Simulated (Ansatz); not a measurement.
# Lattice dynamics of LuSe (Fm-3m), part 2 of 2

How does LuSe (Fm-3m) vibrate, and is this structure a minimum?

Ansatz 0.2.0; DFT PBEsol, scalar-relativistic, plane waves, PAW; PAW set soft_1.

So far. Step 3 (Tight relaxation): The forces vanish by symmetry and the pressure is 0.000 GPa, within the tolerances set. The cell now holds 21.38 Å³/atom. The relaxed cell has a = 5.551 Å (conventional setting).

### 4. Zone-centre response

The zone centre comes first: it holds the modes that light can see, as far as symmetry allows. No field response is asked, since the mesh shows no gap.

Contents of input.yaml:

```yaml
crystal:
  lattice:
    - [0.0, 2.7754349891, 2.7754349891]
    - [2.7754349891, 0.0, 2.7754349891]
    - [2.7754349891, 2.7754349891, 0.0]
  atoms:
    - { symbol: Lu, position: [0.0, 0.0, 0.0] }
    - { symbol: Se, position: [0.5, 0.5, 0.5] }
kpoints:
  mp_grid: { grid: [16, 16, 16] }
hamiltonian:
  xc: pbesol
  pseudopotentials: { kind: paw, azcp: { folder: soft_1 }, xc_functional: pbe }
scf:
  occupations: { method: methfessel_paxton, width: 0.2 }
output:
  eigenvalues: true
phonons:
  method: dfpt
```

Run with:

```bash
$ ansatz run input.yaml --threads 4 --pin off --max-ram 10240MiB --backend cpu --events-out ev --progress --plain --runs-dir out
```

Numbers of over 12 decimals in the logs are rounded to 6 here.

The log of the run:

```text
[...]
Crystal: 2 atoms, lattice volume = 42.759 Å³
Basis set: ecut = 420 eV, 869 PW (Γ), exchange–correlation on 54×54×54 points (8 copies of the dense FFT grid, shifted against one another)
Bands: 25, of which v1, the nominal top of the filled ones, is band 21 counted from 1 (20 counted from 0)
Symmetry: 48 space group operations
k-points: 349 of 4096 (irreducible under 8 space group operations, time reversal used)
[...]
SCF iter   1: F=—  HF=-20041.825156 eV  |F-HF|=—  |Δ(HF+E_count)|=         —  Δρ=9.72e-2  dr2=6.16e0  ethr=3.10e-3  ⟨swp⟩=5.5  Hψ=90842  notcnv=0
[...]
SCF iter  14: F=-20039.555328 eV  HF=-20039.555328 eV  |F-HF|=7.28e-12  |Δ(HF+E_count)|=  7.28e-12  S|Δr|=    0.00e0  Δρ=3.96e-8  dr2=4.53e-13  ethr=1.00e-12  ⟨swp⟩=7.4  Hψ=53774  notcnv=0
SCF 1 converged in 14 iterations: F = -20039.555328 eV  dr2 = 4.53e-13
[...]
DFPT response loops at Γ: preconditioner auto → Kerker (q_TF=auto, 2.709 Å⁻¹) (partly filled bands, converged f_vac=0.000); β = 1.00, the filter's whole step (`scf.mixing.beta` (0.50) is not read by the response loops under this deck's `scf.mixing.preconditioner`; to damp them name `kerker` or `kerker_dos`, under which they read `scf.mixing.beta`, and type it under 1.00, their step now; both keys bind the ground state too); Broyden in place of MSR1
SCF converged after 14 iterations
[...]
Free energy (F): -20039.555328 eV
[...]
Internal energy: -20039.554423 eV  (E = F + TS)
E sigma→0 (E₀):  -20039.555102 eV
Entropy (-TS):   -0.000905 eV (-0.452 meV/atom)
Fermi energy:    16.060582 eV
[...]
--- Band table (eV; the first three rows and the last of 349) ---
  k-point 0: bands = [... 17 lower, 13.1454, 13.1454, 13.1454, 15.8050, 15.8050, 15.8050, 16.3918, 16.7389, ... 4 higher]
  k-point 1: bands = [... 17 lower, 12.7718, 12.9849, 12.9849, 15.8707, 15.8985, 15.8985, 16.7445, 16.9543, ... 4 higher]
  k-point 2: bands = [... 17 lower, 11.9940, 12.6070, 12.6070, 15.9294, 16.1347, 16.1347, 17.5364, 17.5364, ... 4 higher]
  k-point 348: bands = [... 17 lower, 10.4960, 10.4960, 10.5495, 17.0586, 17.0586, 17.7846, 19.6572, 19.9062, ... 4 higher]
--- Phonons (Γ-DFPT): 2 representative perturbations + reference, on 349 of 4096 k-points (Σ response iterations 7) ---
  k mesh reduced under 8 symmetry operations, with k and −k counted as one. Each operation leaves every solved perturbation unchanged. A smaller set is not used because it would not reduce the number of displacements times k-points to solve
  ASR residual: 1.303e-4 → 0.000e0 eV/Å²; symmetrization residual: 6.575e-6 eV/Å²
  ASR residual per site (eV/Å²): 1.30e-4 2.74e-6
  Γ frequencies (cm⁻¹): 0.00 0.00 0.00 191.71 191.71 191.71
  non-analytic LO–TO correction: not included (Born effective charges unavailable; polar crystals: no LO–TO splitting at Γ)
```

It took 25 s on 4 threads of Intel Xeon 6975P-C (Granite Rapids), shared host; peak memory 1.4 GiB.

Numbers from this step:

| Quantity | Value |
| --- | --- |
| sum-rule residual before enforcement | 1.30e-4 eV/Å² |
| point group | m-3m |
| highest optical mode at the zone centre (no LO-TO term) | 191.7 cm⁻¹ |
| lowest optical zone-centre mode | 191.7 cm⁻¹ |

Patterns of degenerate modes are one choice out of their space. The modes at Γ (shares of kinetic energy by element, %):

| mode | frequency (cm⁻¹) | symmetry | Lu % | Se % |
| --- | --- | --- | --- | --- |
| 1 | 0.0 | acoustic | 69 | 31 |
| 2 | 0.0 | acoustic | 69 | 31 |
| 3 | 0.0 | acoustic | 69 | 31 |
| 4 | 191.7 | T1u | 31 | 69 |
| 5 | 191.7 | T1u | 31 | 69 |
| 6 | 191.7 | T1u | 31 | 69 |

Displacements in mode 4 (191.7 cm⁻¹), the largest set to 1:
```
Lu1  0.00 -0.21 -0.45
Se2  0.00  0.46  1.00
```

Before it was imposed, the acoustic sum rule was missed by 1.3e-4 eV/Å². Small misses are needed for a sound result but don't prove that mesh and cutoff are converged. The lowest optical mode is real, 192 cm⁻¹.

### 5. Response at finite wavevector

Stability and thermal properties need the whole zone. Linear response on a 4×4×4 q mesh gives force constants as far as a supercell of that size would.

Edit input.yaml of step 4 so:

```diff
@@ -19 +19,8 @@
   method: dfpt
+  qmesh: [4, 4, 4]
+  temperatures: { t_max: 1000, t_step: 50 }
+  qpath:
+    path:
+      - [[0.0, 0.0, 0.0], [0.5, 0.0, 0.5], [0.625, 0.25, 0.625]]
+      - [[0.375, 0.375, 0.75], [0.0, 0.0, 0.0], [0.5, 0.5, 0.5], [0.5, 0.25, 0.75], [0.5, 0.0, 0.5]]
+    npoints: 10
```

The log of the run:

```text
[...]
Crystal: 2 atoms, lattice volume = 42.759 Å³
Basis set: ecut = 420 eV, 869 PW (Γ), exchange–correlation on 54×54×54 points (8 copies of the dense FFT grid, shifted against one another)
Bands: 25, of which v1, the nominal top of the filled ones, is band 21 counted from 1 (20 counted from 0)
Symmetry: 48 space group operations
k-points: 145 of 4096
[...]
SCF iter   1: F=—  HF=-20041.825094 eV  |F-HF|=—  |Δ(HF+E_count)|=         —  Δρ=9.72e-2  dr2=6.16e0  ethr=3.10e-3  ⟨swp⟩=5.5  Hψ=37639  notcnv=0
[...]
SCF iter  14: F=-20039.555328 eV  HF=-20039.555328 eV  |F-HF|=3.64e-12  |Δ(HF+E_count)|=  7.28e-12  S|Δr|=    0.00e0  Δρ=1.84e-8  dr2=7.81e-14  ethr=1.00e-12  ⟨swp⟩=7.2  Hψ=21937  notcnv=0
SCF 1 converged in 14 iterations: F = -20039.555328 eV  dr2 = 7.81e-14
[...]
phonons: the bands overlap, so this run is a metal and interpolates without the dipole-dipole term. If the crystal is really an insulator or semiconductor, its LO-TO splitting is missing
NSCF: frozen V_eff on 145 k-points
[...]
DFPT response loops at q = (0, 0, 0) (fractional): preconditioner auto → Kerker (q_TF=auto, 2.709 Å⁻¹) (partly filled bands, converged f_vac=0.000); β = 1.00, the filter's whole step (`scf.mixing.beta` (0.50) is not read by the response loops under this deck's `scf.mixing.preconditioner`; to damp them name `kerker` or `kerker_dos`, under which they read `scf.mixing.beta`, and type it under 1.00, their step now; both keys bind the ground state too); Broyden in place of MSR1
[...]
phonons.qmesh, q = [0.0000, 0.2500, -0.5000]: its response loops start from zero, take more passes and end by a threshold: the memory limit or budget leaves too little room for the subspace of the ground state's own states beside the solves, or none could be made (phonons.method)
[...]
SCF converged after 14 iterations
[...]
Free energy (F): -20039.555328 eV
[...]
Internal energy: -20039.554423 eV  (E = F + TS)
E sigma→0 (E₀):  -20039.555102 eV
Entropy (-TS):   -0.000905 eV (-0.452 meV/atom)
Fermi energy:    16.060582 eV
[...]
--- Band table (eV; the first three rows and the last of 145) ---
  k-point 0: bands = [... 17 lower, 13.1454, 13.1454, 13.1454, 15.8050, 15.8050, 15.8050, 16.3918, 16.7389, ... 4 higher]
  k-point 1: bands = [... 17 lower, 12.7718, 12.9849, 12.9849, 15.8707, 15.8985, 15.8985, 16.7445, 16.9543, ... 4 higher]
  k-point 2: bands = [... 17 lower, 11.9940, 12.6070, 12.6070, 15.9294, 16.1347, 16.1347, 17.5364, 17.5364, ... 4 higher]
  k-point 144: bands = [... 17 lower, 10.4960, 10.4960, 10.5495, 17.0586, 17.0586, 17.7846, 19.6572, 19.9062, ... 4 higher]
--- Phonons (Γ-DFPT): 2 representative perturbations + reference (Σ response iterations 6) ---
  ASR residual: 4.776e-5 → 0.000e0 eV/Å²; symmetrization residual: 1.003e-5 eV/Å²
  ASR residual per site (eV/Å²): 4.78e-5 9.68e-6
  Γ frequencies (cm⁻¹): 0.00 0.00 0.00 191.71 191.71 191.71
--- Phonons (arbitrary-q DFPT): 8 irreducible q on the 4×4×4 mesh ---
  q = [0.0000, 0.0000, 0.0000] (star 1, of the zone-centre solve; hermiticity 2.73e-6, symmetrization 6.31e-12): -0.00 0.00 0.00 191.71 191.71 191.71
  q = [0.0000, 0.0000, 0.2500] (star 8, 2 solved perturbations on 2176 of 4096 k-point pairs; hermiticity 1.06e-6, symmetrization 2.90e-12): 64.53 64.53 75.96 187.20 187.20 187.72
[...]
q = [0.0000, 0.2500, 0.2500] (star 6, 4 solved perturbations in 3616 linear systems a pass and spin channel, the states on 1160 of 4096 k-point pairs; hermiticity 1.03e-6, symmetrization 3.80e-13): 36.99 36.99 86.59 181.73 190.12 190.12
[...]
sum rule: each row above includes the acoustic sum rule's correction from the zone centre's row sums; it moved no ω² by more than (0.27 cm⁻¹)²
  mesh force constants: q→R imaginary residual 5.97e-18; ASR residual 4.776e-5 → 0.000e0 eV/Å²; symmetrization residual 8.882e-15 eV/Å²
  interpolated dispersion: 62 rows × 6 modes
  density of states and harmonic sums: on the 20×20×20 q-mesh, interpolated from the force constants of a 4×4×4 supercell (no non-analytic term)
  largest difference from the sums on the solved wave vectors: F 1.39e-2 eV, S 1.79e-5 and C_V 4.01e-6 eV/K
  zero-point energy: 0.046228 eV/cell   skipped modes (ω ≤ 0): 3   left out of the sums: 6.25e-5 of the cell's modes: C_V's classical limit lies that fraction below 3 k_B per atom; for a crystal, a wire or a layer, F and S can be off by more, and a phonons.interpolated_qmesh denser along its periods is the remedy for the sampling
```

The job ended after 19 min (4 threads; peak memory 7.1 GiB).

Numbers from this step:

```yaml
sum_rule_residual_before_enforcement: 4.78e-5 eV/Å²
lowest_frequency_on_the_path: 0 cm⁻¹
highest_frequency_on_the_path_or_at_a_solved_wavevector: 196.8 cm⁻¹
mean_frequency: 124.3 cm⁻¹
debye_temperature_second_moment: 260 K
logarithmic_mean_frequency: 104.5 cm⁻¹
lowest_mode_on_the_q_mesh_acoustic_modes_at_gamma_apart: 28.16 cm⁻¹
zero_point_energy_per_atom: 23.11 meV
heat_capacity_at_300_k: 24.04 J/(mol atoms K)
vibrational_entropy_at_300_k: 42.63 J/(mol atoms K)
edges_of_the_widest_gap_between_branches_on_path_and_mesh: 94.8, 175.2 cm⁻¹
```

Frequencies (cm⁻¹) solved at each irreducible wavevector; negative means imaginary. Frequencies by wavevector, by row:

```csv
q in reciprocal lattice units,star,mode 1,mode 2,mode 3,mode 4,mode 5,mode 6
0 0 0,1,0,0,0,191.7,191.7,191.7
0 0 0.25,8,64.5,64.5,76,187.2,187.2,187.7
0 0 -0.5,4,43.9,94.8,94.8,175.2,175.2,188.1
0 0.25 0.25,6,37,37,86.6,181.7,190.1,190.1
0 0.25 -0.5,24,40.6,71.5,71.8,186.8,187,191.1
0 0.25 -0.25,12,44.3,74.5,90.6,177.4,184.7,187.7
0 -0.5 -0.5,3,28.2,44.1,44.1,192.2,192.2,196.8
0.25 -0.5 -0.25,6,42.6,42.6,76.1,178.5,191.7,191.7
```

Interpolated from a 4×4×4 q mesh. The phonon branches at the labelled points (cm⁻¹):

| point | branch 1 | branch 2 | branch 3 | branch 4 | branch 5 | branch 6 |
| --- | --- | --- | --- | --- | --- | --- |
| Γ | 0 | 0 | 0 | 192 | 192 | 192 |
| halfway | 37 | 37 | 87 | 182 | 190 | 190 |
| X | 28 | 44 | 44 | 192 | 192 | 197 |
| halfway | 22 | 53 | 54 | 191 | 191 | 196 |
| U | 15 | 67 | 69 | 187 | 188 | 193 |
| jump to K | 15 | 67 | 69 | 187 | 188 | 193 |
| halfway | 45 | 82 | 82 | 181 | 184 | 189 |
| Γ | 0 | 0 | 0 | 192 | 192 | 192 |
| halfway | 64 | 64 | 76 | 187 | 187 | 188 |
| L | 44 | 95 | 95 | 175 | 175 | 188 |
| halfway | 45 | 66 | 88 | 180 | 186 | 190 |
| W | 43 | 43 | 76 | 178 | 192 | 192 |
| halfway | 20 | 56 | 61 | 187 | 192 | 195 |
| X | 28 | 44 | 44 | 192 | 192 | 197 |

The phonon branches as a text plot (rows in cm⁻¹):

```
    193 |********************   ************        *************
    184 |   *****        *********          ************    ***
    176 |                   ****               *************
    168 |
    160 |
    152 |
    144 |
    135 |
    127 |
    119 |
    111 |
    103 |
     94 |                                       *****
     86 |    ***            *****             **   ******
     78 |   *   *          *   ***          **       *   ***
     70 |                ******  ***       *  *       *     **
     62 |               **                  *  *       *
     53 |  *     *     *          ***     **            *   ***
     45 |       *******      ****               ************   **
     37 |      *            *    *  *    **                *
     29 | * ***     ***           ** *   *                     **
     21 |  *           **  *        **  *                   ***
     12 | *              **          *  *
      4 |*                            **
         Γ           X  U|K            Γ         L        W     X
```

Tetrahedra on a 20×20×20 mesh, mean over bins of 2 cm-1. Interpolated from a 4×4×4 q mesh. The phonon density of states by wavenumber; read off at these points:

```csv
wavenumber (cm⁻¹),phonon density of states (1/cm⁻¹/cell)
1.0,0
7.0,9.0e-5
11.0,2.9e-4
17.0,0.00311
23.0,0.0125
27.0,0.0155
33.0,0.0189
39.0,0.0268
43.0,0.0369
49.0,0.0579
53.0,0.0579
59.0,0.0495
65.0,0.0442
69.0,0.0488
75.0,0.0484
81.0,0.0484
85.0,0.0694
91.0,0.0287
97.0,0
101.0,0
107.0,0
113.0,0
117.0,0
123.0,0
129.0,0
133.0,0
139.0,0
145.0,0
149.0,0
155.0,0
159.0,0
165.0,0
171.0,0
175.0,0.00231
181.0,0.140
187.0,0.207
189.0,0.359
191.0,0.295
197.0,0.00465
```

Phonopy on the run's constants, 17x17x17 mesh, Gaussian sigma 2.0 cm-1. Interpolated from a 4×4×4 q mesh. The partial phonon density of states by wavenumber; read off at these points; values in 1/cm⁻¹/cell:

```csv
wavenumber (cm⁻¹),Lu,Se
-10.0,0,0
-5.0,5.7e-6,0
0.0,7.9e-5,3.9e-5
5.0,1.0e-5,2.9e-6
10.0,2.6e-4,1.2e-4
15.0,0.00190,6.8e-4
20.0,0.00593,0.00192
25.0,0.0126,0.00399
30.0,0.0113,0.00370
35.0,0.0174,0.00546
40.0,0.0218,0.00672
45.0,0.0385,0.0105
50.0,0.0460,0.0132
55.0,0.0432,0.0123
60.0,0.0399,0.00985
65.0,0.0385,0.00731
70.0,0.0405,0.00546
75.0,0.0467,0.00450
80.0,0.0456,0.00309
85.0,0.0558,0.00232
90.0,0.0350,8.6e-4
95.0,0.0076,8.0e-5
100.0,8.0e-5,0
105.0,0,0
110.0,0,0
115.0,0,0
120.0,0,0
125.0,0,0
130.0,0,0
135.0,0,0
140.0,0,0
145.0,0,0
150.0,0,0
155.0,0,0
160.0,0,0
165.0,0,0
170.0,0,9.4e-5
175.0,3.9e-4,0.0169
180.0,0.00535,0.102
185.0,0.0206,0.145
188.7,0.0535,0.222
190.0,0.0564,0.211
195.0,0.0108,0.0370
200.0,2.4e-4,8.4e-4
205.0,0,0
```

Second derivatives of the energy by pair, one row for each kind of neighbour of each atom listed. Each entry sums the pair over the periodic images of the supercell that the q mesh stands for, and in a polar crystal it holds the long-range dipole part too. Force constants by pair, by row:

```
atom  neighbour  distance (Å)  third of the trace (eV/Å²)  along the pair's line (eV/Å²)
 Lu1     itself             0                       5.892                              –
 Lu1         Se         2.775                      -1.136                         -3.447
 Lu1         Lu         3.925                      0.0925                         0.3454
 Lu1         Se         4.807                     -0.0511                        -0.0953
 Lu1         Lu         5.551                      0.2225                         0.6966
 Lu1         Se         6.206                     -0.0223                        -0.0578
 Lu1         Lu         6.798                      -0.022                         -0.084
 Se2     itself             0                       8.691                              –
 Se2         Lu         2.775                      -1.136                         -3.447
 Se2         Se         3.925                     -0.0434                        -0.1771
 Se2         Lu         4.807                     -0.0511                        -0.0953
 Se2         Se         5.551                     -0.1157                        -0.4153
 Se2         Lu         6.206                     -0.0223                        -0.0578
 Se2         Se         6.798                     -0.0029                        -0.0051
```

Harmonic thermodynamic functions per atom, from the density of states. Interpolated from a 4×4×4 q mesh. Thermodynamic functions, by row:

```
T (K)  F_vib (meV/atom)  S (J/mol-atom/K)  C_V (J/mol-atom/K)
    0             23.11                 0                   0
   50              21.6             7.968               11.24
  100             14.68             18.39               18.68
  200             -12.6             33.07                  23
  300            -52.13             42.63               24.04
  400            -100.1             49.61               24.43
  500            -154.4             55.08               24.61
  600            -213.9             59.58               24.71
  700            -277.7             63.39               24.77
  800            -345.1              66.7               24.81
  900            -415.8             69.62               24.84
 1000            -489.4             72.24               24.86
```

Harmonic mean-square displacement, third of the trace. Interpolated from a 4×4×4 q mesh. Mean square displacements, by row:

```csv
T (K),Lu1 U_eq (Å²),Se2 U_eq (Å²)
0,0.00153,0.00167
100,0.00456,0.00361
300,0.01307,0.00959
600,0.02603,0.01893
```

Symmetry leaves 8 wavevectors to solve. The lowest mode among them, the acoustic zeros apart, lies at q = (0, -0.5, -0.5) and is real, 28.2 cm⁻¹.

### 6. Another isotope

An isotope changes the mass and not the force constants, so no new electronic calculation is needed; the shifts show which modes move this element.

The same force constants with the mass of Se changed from 78.971 to 81.917 u (phonopy, no LO-TO term). Both lists are sorted by frequency; levels can cross, so a row need not hold one and the same mode. Modes under 3 cm⁻¹ are left out. Isotope shifts, by row:

| q | rank | natural mass (cm⁻¹) | changed mass (cm⁻¹) |
| --- | --- | --- | --- |
| 0 0 0 | 4 | 191.7 | 189.3 |
| 0 0 0 | 5 | 191.7 | 189.3 |
| 0 0 0 | 6 | 191.7 | 189.3 |
| 0 0 0.25 | 1 | 64.53 | 64.29 |
| 0 0 0.25 | 2 | 64.53 | 64.29 |
| 0 0 0.25 | 3 | 75.96 | 75.73 |
| 0 0 0.25 | 4 | 187.2 | 184.5 |
| 0 0 0.25 | 5 | 187.2 | 184.5 |
| 0 0 0.25 | 6 | 187.7 | 184.9 |
| 0 0 -0.5 | 1 | 43.91 | 43.91 |
| 0 0 -0.5 | 2 | 94.79 | 94.79 |
| 0 0 -0.5 | 3 | 94.79 | 94.79 |
| 0 0 -0.5 | 4 | 175.2 | 172.1 |
| 0 0 -0.5 | 5 | 175.2 | 172.1 |
| 0 0 -0.5 | 6 | 188.1 | 184.7 |
| 0 0.25 0.25 | 1 | 36.99 | 36.78 |
| 0 0.25 0.25 | 2 | 36.99 | 36.78 |
| 0 0.25 0.25 | 3 | 86.59 | 86.59 |
| 0 0.25 0.25 | 4 | 181.7 | 178.4 |
| 0 0.25 0.25 | 5 | 190.1 | 187.7 |
| 0 0.25 0.25 | 6 | 190.1 | 187.7 |

A mode of this element alone would shift by -1.81 %. The highest zone-centre frequency without the field goes from 191.7 to 189.3 cm⁻¹ (-1.2 %). The product of the frequency ratios over all optical modes at Γ is 0.963; the product rule, (m/m′)^(3k/2) (M′/M)^(3/2) with k = 1 such atoms and M the mass of the cell, gives 0.963.

### 7. What came out

| Property | Result |
| --- | --- |
| space group after relaxation (within 0.01 Å) | Fm-3m |
| volume per atom | 21.4 Å³ |
| electronic character | no gap on this mesh |
| highest optical mode at the zone centre (no LO-TO term) | 192 cm⁻¹ |
| lowest optical zone-centre mode | 192 cm⁻¹ |
| lowest mode on the q mesh (acoustic modes at Γ apart) | 28.2 cm⁻¹ |
| highest frequency on the path or at a solved wavevector | 197 cm⁻¹ |
| zero-point energy per atom | 23.1 meV |
| heat capacity at 300 K | 24.0 J/(mol atoms K) |
| vibrational entropy at 300 K | 42.6 J/(mol atoms K) |
| Debye temperature (second moment) | 260 K |
| imaginary modes on the 4×4×4 q mesh | none |

The structure is a minimum as far as tested: no mode is imaginary at the 8 irreducible wavevectors of the 4×4×4 mesh, and the softest away from the acoustic zeros lies at 28 cm⁻¹. The optical modes at Γ form one degenerate level at 192 cm⁻¹. The highest mode in this list at Γ, 191.7 cm⁻¹, has its largest share on Se (69 % of the kinetic energy). On the path and the mesh, the widest gap between branches runs from 95 to 175 cm⁻¹. With no gap, or one that is small against the smearing, the frequencies hang on the k mesh and the smearing, most of all near Kohn anomalies. The phonon runs are without spin polarisation, although the cell has an odd electron count. Spin-orbit coupling is left out, which can matter for the heavy elements here. The PAW files were made for PBE and serve the other functionals too. These are harmonic frequencies at zero temperature: anharmonic shifts, linewidths and thermal expansion are left out.

[Logs are printed without paths, hosts, clocks, repeated set-up lines and the standing remarks that a program may print on its own settings, such as how far it seeks lower states.]

[Hosts, paths, dates, database ids (printed as entryN), source tags and the programs' standing remarks are cut or masked in the printed files.]
